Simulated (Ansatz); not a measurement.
In doubt: masses and optical values from hybrid runs of this build are listed as unsure, which bears on the screening that GW takes from such a start.

Rows from a G0W0 calculation on Germanium (Fd-3m, 2 atoms a cell) (Ansatz 0.2.0; G0W0 on HSE06, plane waves, PAW; 8×8×8 mesh, 406 empty bands, screening to 250 eV, hard PAW files), in eV. Spin-orbit coupling is left out.

```
row                       k  band   start       Σx  Σc at the solution      Vxc
  A                       Γ    c2  12.835   -8.241              -4.060  -12.017
  B  (0.000, 0.000, -0.500)    v1   8.106  -15.163               0.884  -13.931
  C  (0.000, 0.000, -0.500)    c2  14.071   -7.283              -4.399  -11.356
  D                       Γ    v1   9.630  -15.316               0.348  -14.579
  E                       Γ    c1  10.487  -12.814              -3.853  -16.488
  F  (0.000, 0.000, -0.500)    c1  10.426   -9.987              -3.625  -13.380
```

Work out each quasiparticle level and how far it moved.

The quasiparticle equation reads E = start + Σx + Σc(E) − Vxc.

```
row  E (eV)  shift (eV)
  A  12.552      −0.284
  B   7.758      −0.348
  C  13.745      −0.326
  D   9.241      −0.389
  E  10.307      −0.180
  F  10.195      −0.231
```

Limits: not at the basis limit; no spin-orbit coupling; coarse k mesh.

[Paths, hosts, dates, memory and timing lines, banners, echoed tables and standing remarks are left out of the program output.]

[Logs are printed without paths, hosts, clocks, repeated set-up lines and the standing remarks that a program may print on its own settings, such as how far it seeks lower states.]

[Runs of the session that timed out or met a known fault of the program may be left out.]

[Cells called generated may have been cut or substituted from an entry of the Crystallography Open Database or the Materials Project.]

[Hosts, paths, dates, database ids (printed as entryN), source tags and the programs' standing remarks are cut or masked in the printed files.]
